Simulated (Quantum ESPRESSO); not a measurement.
# Carrying a functional's shift from two faces of Ag to a third

**Set-up.** Quantum ESPRESSO 7.5 (pw.x, pp.x), GBRV ultrasoft files, cold smearing of 0.02 Ry; slabs at the tabulated lattice constant, relaxed under PBE by Ansatz 0.2.0; both functionals on the same atoms. Work functions in eV.

| face | area an atom (Å²) | PBE | PBEsol |
| --- | --- | --- | --- |
| (111) | 7.24 | 4.530 | 4.665 |
| (100) | 8.36 | 4.145 | 4.271 |
| (110) | 11.83 | 4.159 | withheld |

One more run was made and is withheld. What does PBEsol give for (110)?

By hand: The shifts from PBE are 4.665 − 4.530 = +0.135 eV and 4.271 − 4.145 = +0.126 eV, +0.131 eV in the mean. A rigid shift gives 4.159 + (+0.131) = 4.290 eV.

What the calculation gave: 4.274 eV; the estimate misses by +0.016 eV. The shift is rigid within 0.03 eV, so differences between faces carry over. The measured value for this face is 4.10 eV (“Anisotropic work function of elemental crystals” (2019, arxiv:1902.07811)): PBE is off by +0.06 eV and PBEsol by +0.17 eV; other measurements of a face can differ by 0.1 to 0.2 eV.

Caveats: Thin, unreconstructed slabs; thickness and mesh leave some 0.05 to 0.1 eV open, which largely cancels in the shift.
